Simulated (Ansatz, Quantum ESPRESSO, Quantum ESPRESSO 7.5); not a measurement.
# Nb chain with one atom pushed 1.0 Å aside at constant bond length: ballistic transmission

Wanted: the transmission near the Fermi level and the conductance of this junction: Nb chain with one atom pushed 1.0 Å aside at constant bond length.

Main program and level: Quantum ESPRESSO 7.5; plane-wave DFT, PBE, GBRV ultrasoft pseudopotentials (cross-check by Ansatz 0.2.0 with PAW datasets).

### Step 1. Starting point

The cell holds 15 atoms: 15 Nb. Its edges and angles: a = 7.500 Å, b = 7.500 Å, c = 34.803 Å, α = 90.0°, β = 90.0°, γ = 90.0°. Regions: left lead, 7 atoms (7 Nb); channel, 1 atom (1 Nb); right lead, 7 atoms (7 Nb). Vacuum lies along a and b. The structure is stacked along c, and the current runs across the ab planes.

### Step 2. SCF with pw.x

One periodic cell holds a stretch of lead, the junction and more lead; the atoms stay as built.

scf.in reads:

```
&control
  prefix = 'scf'
  outdir = './out'
  pseudo_dir = './pseudo'
  calculation = 'scf'
  tprnfor = .true.
/
&system
  ibrav = 0
  nat = 15
  ntyp = 1
  ecutwfc = 34
  ecutrho = 170
  occupations = 'smearing'
  smearing = 'mv'
  degauss = 0.01
/
&electrons
  conv_thr = 1e-07
  mixing_beta = 0.25
  electron_maxstep = 120
  mixing_mode = 'local-TF'
/
ATOMIC_SPECIES
  Nb  92.9064  nb_pbe_v1.uspp.F.UPF
CELL_PARAMETERS angstrom
  7.50000000000000 0.00000000000000 0.00000000000000
  0.00000000000000 7.50000000000000 0.00000000000000
  0.00000000000000 0.00000000000000 34.80323406362734
ATOMIC_POSITIONS crystal
  Nb  0.500000000000 0.500000000000 0.000000000000
  Nb  0.500000000000 0.500000000000 0.067522460577
  Nb  0.500000000000 0.500000000000 0.135044921153
  Nb  0.500000000000 0.500000000000 0.202567381730
  Nb  0.500000000000 0.500000000000 0.270089842306
  Nb  0.500000000000 0.500000000000 0.337612302883
  Nb  0.500000000000 0.500000000000 0.405134763460
  Nb  0.633333333000 0.500000000000 0.466238769712
  Nb  0.500000000000 0.500000000000 0.527342775964
  Nb  0.500000000000 0.500000000000 0.594865236540
  Nb  0.500000000000 0.500000000000 0.662387697117
  Nb  0.500000000000 0.500000000000 0.729910157694
  Nb  0.500000000000 0.500000000000 0.797432618270
  Nb  0.500000000000 0.500000000000 0.864955078847
  Nb  0.500000000000 0.500000000000 0.932477539423
K_POINTS automatic
  1 1 3 0 0 0
```

Run with:

```console
$ OMP_NUM_THREADS=1 mpirun -n 4 pw.x -nk 1 -in scf.in > scf.out
```

Output:

```text
Program PWSCF v.7.5 starts
[citation notice left out]

     Parallel version (MPI & OpenMP), running on       4 processor cores
     Number of MPI processes:                 4
     Threads/MPI process:                     1

     MPI processes distributed on     1 nodes
[...]
Current dimensions of program PWSCF are:
     Max number of different atomic species (ntypx) = 10
     Max number of k-points (npk) =  40000
     Max angular momentum in pseudopotentials (lmaxx) =  4
     Message from routine setup:
     using ibrav=0 with symmetry is DISCOURAGED, use correct ibrav instead

     R & G space division:  proc/nbgrp/npool/nimage =       4
     Subspace diagonalization in iterative solution of the eigenvalue problem:
     a serial algorithm will be used

     Parallelization info
     --------------------
     sticks:   dense  smooth     PW     G-vecs:    dense   smooth      PW
     Min         677     544    138               123641    88482   11238
     Max         678     545    139               123668    88499   11251
     Sum        2709    2177    553               494597   353957   44979

     Using Slab Decomposition

     bravais-lattice index     =            0
     lattice parameter (alat)  =      14.1729  a.u.
     unit-cell volume          =   13211.0924 (a.u.)^3
     number of atoms/cell      =           15
     number of atomic types    =            1
     number of electrons       =       195.00
     number of Kohn-Sham states=          118
     kinetic-energy cutoff     =      34.0000  Ry
     charge density cutoff     =     170.0000  Ry
     scf convergence threshold =      1.0E-07
     mixing beta               =       0.2500
     number of iterations used =            8  local-TF  mixing
     Exchange-correlation= SLA  PW   PBE  PBE
                           (   1   4   3   4   0   0   0)

     celldm(1)=  14.172946  celldm(2)=   0.000000  celldm(3)=   0.000000
     celldm(4)=   0.000000  celldm(5)=   0.000000  celldm(6)=   0.000000

     crystal axes: (cart. coord. in units of alat)
               a(1) = (   1.000000   0.000000   0.000000 )
               a(2) = (   0.000000   1.000000   0.000000 )
               a(3) = (   0.000000   0.000000   4.640431 )

     reciprocal axes: (cart. coord. in units 2 pi/alat)
               b(1) = (  1.000000  0.000000  0.000000 )
               b(2) = (  0.000000  1.000000  0.000000 )
               b(3) = (  0.000000  0.000000  0.215497 )

     PseudoPot. # 1 for Nb read from file:
     ./pseudo/nb_pbe_v1.uspp.F.UPF
     Pseudo is Ultrasoft + core correction, Zval = 13.0
     Generated by new atomic code, or converted to UPF format
     Using radial grid of  887 points,  6 beta functions with:
                l(1) =   0
                l(2) =   0
                l(3) =   1
                l(4) =   1
                l(5) =   2
                l(6) =   2
     Q(r) pseudized with  6 coefficients,  rinner =    1.000   1.000   1.000
                                                       1.000   1.000

     atomic species   valence    mass     pseudopotential
     Nb               13.00    92.90640     Nb( 1.00)

      2 Sym. Ops. (no inversion) found

   Cartesian axes

     site n.     atom                  positions (alat units)
         1        Nb     tau(   1) = (   0.5000000   0.5000000   0.0000000  )
         2        Nb     tau(   2) = (   0.5000000   0.5000000   0.3133333  )
         3        Nb     tau(   3) = (   0.5000000   0.5000000   0.6266667  )
         4        Nb     tau(   4) = (   0.5000000   0.5000000   0.9400000  )
         5        Nb     tau(   5) = (   0.5000000   0.5000000   1.2533333  )
         6        Nb     tau(   6) = (   0.5000000   0.5000000   1.5666667  )
         7        Nb     tau(   7) = (   0.5000000   0.5000000   1.8800000  )
         8        Nb     tau(   8) = (   0.6333333   0.5000000   2.1635489  )
         9        Nb     tau(   9) = (   0.5000000   0.5000000   2.4470979  )
        10        Nb     tau(  10) = (   0.5000000   0.5000000   2.7604312  )
        11        Nb     tau(  11) = (   0.5000000   0.5000000   3.0737645  )
        12        Nb     tau(  12) = (   0.5000000   0.5000000   3.3870979  )
        13        Nb     tau(  13) = (   0.5000000   0.5000000   3.7004312  )
        14        Nb     tau(  14) = (   0.5000000   0.5000000   4.0137645  )
        15        Nb     tau(  15) = (   0.5000000   0.5000000   4.3270979  )

     number of k points=     2  Marzari-Vanderbilt smearing, width (Ry)=  0.0100
                       cart. coord. in units 2pi/alat
        k(    1) = (   0.0000000   0.0000000   0.0000000), wk =   0.6666667
        k(    2) = (   0.0000000   0.0000000   0.0718324), wk =   1.3333333

     Dense  grid:   494597 G-vectors     FFT dimensions: (  60,  60, 288)

     Smooth grid:   353957 G-vectors     FFT dimensions: (  54,  54, 250)

     Estimated max dynamical RAM per process >     608.31 MB

     Estimated total dynamical RAM >       2.38 GB

     Check: negative core charge=   -0.000002

     Initial potential from superposition of free atoms

     starting charge     194.9590, renormalised to     195.0000

     negative rho (up, down):  1.043E-02 0.000E+00
     Starting wfcs are  195 randomized atomic wfcs

     total cpu time spent up to now is        4.5 secs

     per-process dynamical memory:   159.6 Mb

     Self-consistent Calculation

     iteration #  1     ecut=    34.00 Ry     beta= 0.25
     Davidson diagonalization with overlap
     ethr =  1.00E-02,  avg # of iterations =  2.0

     Threshold (ethr) on eigenvalues was too large:
     Diagonalizing with lowered threshold

     Davidson diagonalization with overlap
     ethr =  7.44E-04,  avg # of iterations =  2.0

     negative rho (up, down):  7.064E-03 0.000E+00

     total cpu time spent up to now is       18.7 secs

     total energy              =   -1764.57079521 Ry
     estimated scf accuracy    <       1.56644995 Ry

     iteration #  2     ecut=    34.00 Ry     beta= 0.25
[...]
negative rho (up, down):  1.878E-03 0.000E+00

[...]
total energy              =   -1764.18231794 Ry
     estimated scf accuracy    <       1.00534149 Ry

     iteration #  3     ecut=    34.00 Ry     beta= 0.25
[...]
negative rho (up, down):  1.466E-03 0.000E+00

[...]
total energy              =   -1764.25822967 Ry
     estimated scf accuracy    <       0.14074367 Ry

     iteration #  4     ecut=    34.00 Ry     beta= 0.25
[...]
negative rho (up, down):  4.441E-03 0.000E+00

[...]
total energy              =   -1764.26397851 Ry
     estimated scf accuracy    <       0.00037591 Ry

     iteration # 11     ecut=    34.00 Ry     beta= 0.25
[...]
negative rho (up, down):  6.170E-03 0.000E+00

[...]
total energy              =   -1764.26407444 Ry
     estimated scf accuracy    <       0.00013285 Ry

     iteration # 12     ecut=    34.00 Ry     beta= 0.25
[...]
negative rho (up, down):  6.736E-03 0.000E+00

[...]
total energy              =   -1764.26408925 Ry
     estimated scf accuracy    <       0.00003932 Ry

     iteration # 13     ecut=    34.00 Ry     beta= 0.25
[...]
negative rho (up, down):  6.864E-03 0.000E+00

[...]
total energy              =   -1764.26409474 Ry
     estimated scf accuracy    <       0.00000965 Ry

     iteration # 14     ecut=    34.00 Ry     beta= 0.25
[...]
negative rho (up, down):  7.148E-03 0.000E+00

[...]
total energy              =   -1764.26409730 Ry
     estimated scf accuracy    <       0.00000783 Ry

[...]
iteration # 17     ecut=    34.00 Ry     beta= 0.25
[...]
negative rho (up, down):  7.660E-03 0.000E+00

[...]
total energy              =   -1764.26409928 Ry
     estimated scf accuracy    <       0.00000120 Ry

     iteration # 18     ecut=    34.00 Ry     beta= 0.25
[...]
negative rho (up, down):  7.651E-03 0.000E+00

[...]
total energy              =   -1764.26409935 Ry
     estimated scf accuracy    <       0.00000118 Ry

     iteration # 19     ecut=    34.00 Ry     beta= 0.25
[...]
negative rho (up, down):  7.676E-03 0.000E+00

[...]
total energy              =   -1764.26409935 Ry
     estimated scf accuracy    <       0.00000145 Ry

     iteration # 20     ecut=    34.00 Ry     beta= 0.25
[...]
negative rho (up, down):  7.767E-03 0.000E+00

[...]
total energy              =   -1764.26409916 Ry
     estimated scf accuracy    <       0.00000168 Ry

     iteration # 21     ecut=    34.00 Ry     beta= 0.25
[...]
negative rho (up, down):  7.757E-03 0.000E+00

[...]
total energy              =   -1764.26409919 Ry
     estimated scf accuracy    <       0.00000068 Ry

     iteration # 22     ecut=    34.00 Ry     beta= 0.25
[...]
negative rho (up, down):  7.693E-03 0.000E+00

[...]
total energy              =   -1764.26409929 Ry
     estimated scf accuracy    <       0.00000026 Ry

     iteration # 23     ecut=    34.00 Ry     beta= 0.25
[...]
negative rho (up, down):  7.685E-03 0.000E+00

[...]
total energy              =   -1764.26409928 Ry
     estimated scf accuracy    <       0.00000028 Ry

     iteration # 24     ecut=    34.00 Ry     beta= 0.25
[...]
negative rho (up, down):  7.637E-03 0.000E+00

[...]
End of self-consistent calculation

          k = 0.0000 0.0000 0.0000 ( 44291 PWs)   bands (ev):

   -56.1372 -56.1074 -56.1066 -56.0258 -56.0167 -55.8952 -55.8835 -55.7408
   -55.7318 -55.5955 -55.5724 -55.4616 -55.4609 -55.3957 -55.3911 -33.7947
   -33.7320 -33.5108 -33.4247 -32.9998 -32.9141 -32.3816 -32.3506 -32.2197
   -32.2158 -32.1960 -32.1958 -32.1893 -32.1732 -32.1334 -32.1259 -32.1038
   -32.1014 -32.0358 -32.0187 -31.9995 -31.9931 -31.9153 -31.9049 -31.8891
   -31.8852 -31.8063 -31.8049 -31.7991 -31.7832 -31.7462 -31.7047 -31.7023
   -31.7017 -31.6732 -31.6555 -31.6549 -31.6483 -31.2564 -31.1837 -30.5866
   -30.5037 -30.0754 -29.9875 -29.8269  -4.0701  -3.8368  -3.5656  -3.4818
    -3.4376  -3.3906  -3.3335  -3.2980  -3.1389  -3.0040  -3.0010  -2.8100
    -2.7727  -2.5053  -2.4678  -2.3794  -2.3663  -2.3219  -2.1422  -2.0601
    -1.9745  -1.9008  -1.8847  -1.7466  -1.6625  -1.5993  -1.4156  -1.3776
    -1.3749  -1.3281  -1.3044  -1.2755  -1.2481  -1.1923  -1.0803  -1.0791
    -0.9996  -0.9336  -0.8938  -0.8067  -0.7720  -0.7375  -0.7348  -0.7320
    -0.6893  -0.6858  -0.5276  -0.4771  -0.3862  -0.3244  -0.1213  -0.0803
    -0.0768  -0.0051   0.0926   0.1567   0.2291   0.2407

          k = 0.0000 0.0000 0.0718 ( 44218 PWs)   bands (ev):

   -56.1338 -56.1235 -56.0842 -56.0555 -55.9834 -55.9350 -55.8400 -55.7882
   -55.6848 -55.6333 -55.5379 -55.4962 -55.4319 -55.4091 -55.3853 -33.8044
   -33.7006 -33.5831 -33.3245 -33.1397 -32.7580 -32.5533 -32.2173 -32.2172
   -32.2136 -32.2085 -32.1860 -32.1783 -32.1636 -32.1560 -32.1224 -32.1010
   -32.0844 -32.0624 -32.0272 -32.0108 -31.9892 -31.9492 -31.9257 -31.8975
   -31.8719 -31.8309 -31.8143 -31.7710 -31.7594 -31.7276 -31.7073 -31.6859
   -31.6803 -31.6637 -31.6555 -31.6451 -31.6323 -31.4403 -30.9920 -30.7586
   -30.3552 -30.1675 -29.9314 -29.8403  -4.0723  -3.8302  -3.5304  -3.4896
    -3.4617  -3.4288  -3.3625  -3.2073  -3.1994  -3.0315  -2.9008  -2.8889
    -2.6651  -2.5557  -2.4595  -2.4032  -2.3230  -2.2457  -2.2210  -2.1888
    -2.0649  -1.9083  -1.8625  -1.6396  -1.6137  -1.5198  -1.3741  -1.3558
    -1.3469  -1.3174  -1.2711  -1.2669  -1.2111  -1.1879  -1.1556  -1.0926
    -1.0891  -1.0253  -0.9991  -0.9147  -0.8768  -0.8280  -0.6870  -0.6529
    -0.5585  -0.4915  -0.4729  -0.3555  -0.3329  -0.3287  -0.2718  -0.1508
    -0.0917  -0.0638  -0.0321   0.1155   0.1365   0.2511

     the Fermi energy is    -1.0058 ev

!    total energy              =   -1764.26409926 Ry
     estimated scf accuracy    <       0.00000007 Ry
     smearing contrib. (-TS)   =       0.00403235 Ry
     internal energy E=F+TS    =   -1764.26813161 Ry

     The total energy is F=E-TS. E is the sum of the following terms:
     one-electron contribution =   -2301.50969837 Ry
     hartree contribution      =    1116.37980735 Ry
     xc contribution           =    -274.02450372 Ry
     ewald contribution        =    -305.11373688 Ry

     convergence has been achieved in  24 iterations

     negative rho (up, down):  7.637E-03 0.000E+00

     Forces acting on atoms (cartesian axes, Ry/au):

     atom    1 type  1   force =    -0.00044420    0.00000000   -0.00666539
     atom    2 type  1   force =     0.00053927    0.00000000    0.00581286
     atom    3 type  1   force =    -0.00056346    0.00000000   -0.00543283
     atom    4 type  1   force =     0.00142645    0.00000000    0.00475684
     atom    5 type  1   force =    -0.00023915    0.00000000    0.00051253
     atom    6 type  1   force =     0.00748093    0.00000000   -0.00773978
     atom    7 type  1   force =    -0.01569140    0.00000000    0.02832113
     atom    8 type  1   force =     0.01500482    0.00000000   -0.00002851
     atom    9 type  1   force =    -0.01576949    0.00000000   -0.02818824
     atom   10 type  1   force =     0.00744762    0.00000000    0.00745270
     atom   11 type  1   force =    -0.00027665    0.00000000    0.00005870
     atom   12 type  1   force =     0.00138375    0.00000000   -0.00531853
     atom   13 type  1   force =    -0.00048733    0.00000000    0.00579106
     atom   14 type  1   force =     0.00060381    0.00000000   -0.00609454
     atom   15 type  1   force =    -0.00041498    0.00000000    0.00676199

     Total force =     0.053147     Total SCF correction =     0.000641

[...]
=------------------------------------------------------------------------------=
   JOB DONE.
=------------------------------------------------------------------------------=
```

Run time: 3.3 min. Hardware: 4 MPI ranks of Arm Neoverse V2, shared host; peak memory 2.4 GiB; 13 min of CPU time.

This step gave:

```
free energy  : -24004.0359 eV
Fermi energy : -1.006 eV
```

The program's own clock; routines nest. Time by routine:

```csv
routine,wall time (s),calls
PWSCF,197.1,1
electrons,190.8,1
c_bands,135.8,25
cegterg,133.3,50
h_psi,79.83,228
fftw,61.97,31946
vloc_psi,53.92,228
sum_band,29.49,25
calbec,19.12,286
mix_rho,13.68,25
h_psi:calbec,12.61,228
add_vuspsi,12.57,228
s_psi,12.54,228
newd,10.02,25
```

The run needed 24 iterations to bring the estimated error under 1e-07 Ry; the largest force on any atom, held or free, is 0.83 eV/Å.

(Part 1 of 4 ends here.)

[Logs are printed without paths, hosts, clocks, repeated set-up lines and the standing remarks that a program may print on its own settings, such as how far it seeks lower states.]

[Hosts, paths, dates, database ids (printed as entryN), source tags and the programs' standing remarks are cut or masked in the printed files.]

[Maps of the electrostatic potential energy from Ansatz leave out the sawtooth potential of an applied field or a dipole correction, so their vacuum need not be flat; planar profiles and work functions include it.]
